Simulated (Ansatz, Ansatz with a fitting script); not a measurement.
An input for Ansatz 0.2.0 (BN (Qingsongite)):

```yaml
crystal:
  lattice:
    - [0.0, 1.8371364149, 1.8371364149]
    - [1.8371364149, 0.0, 1.8371364149]
    - [1.8371364149, 1.8371364149, 0.0]
  atoms:
    - { symbol: B, position: [0.0, 0.0, 0.0] }
    - { symbol: "N", position: [0.75, 0.75, 0.75] }
kpoints:
  mp_grid: { grid: [8, 8, 8] }
hamiltonian:
  xc: lda
  pseudopotentials: { kind: nc, xc_functional: pbe }
scf:
  occupations: { method: fixed }
  lower_state_search: "off"
  convergence: { dr2_threshold: 1.0e-09 }
output:
  rpa_energy:
    ecut_chi_ladder: [96, 112, 128, 144, 160]
    long_wavelength: optical_limit
    n_empty_bands: 56
basis:
  ecutwfc: 1240.0
  xc_grid: 3
```

```sh
ansatz run input.yaml --threads 4 --pin off --max-ram 18432MiB --backend cpu --events-out ev --progress --plain --runs-dir out
```

Q: Estimate wall time and host memory on 4 threads of Arm Neoverse V1, shared host.

It took 33 s; on shared hardware allow 16 s to 65 s. Peak host memory was 0.35 GiB.

[Paths, hosts, dates, memory and timing lines, banners, echoed tables and standing remarks are left out of the program output.]

[Logs are printed without paths, hosts, clocks, repeated set-up lines and the standing remarks that a program may print on its own settings, such as how far it seeks lower states.]

[Runs of the session that timed out or met a known fault of the program may be left out.]

[Hosts, paths, dates, database ids (printed as entryN), source tags and the programs' standing remarks are cut or masked in the printed files.]
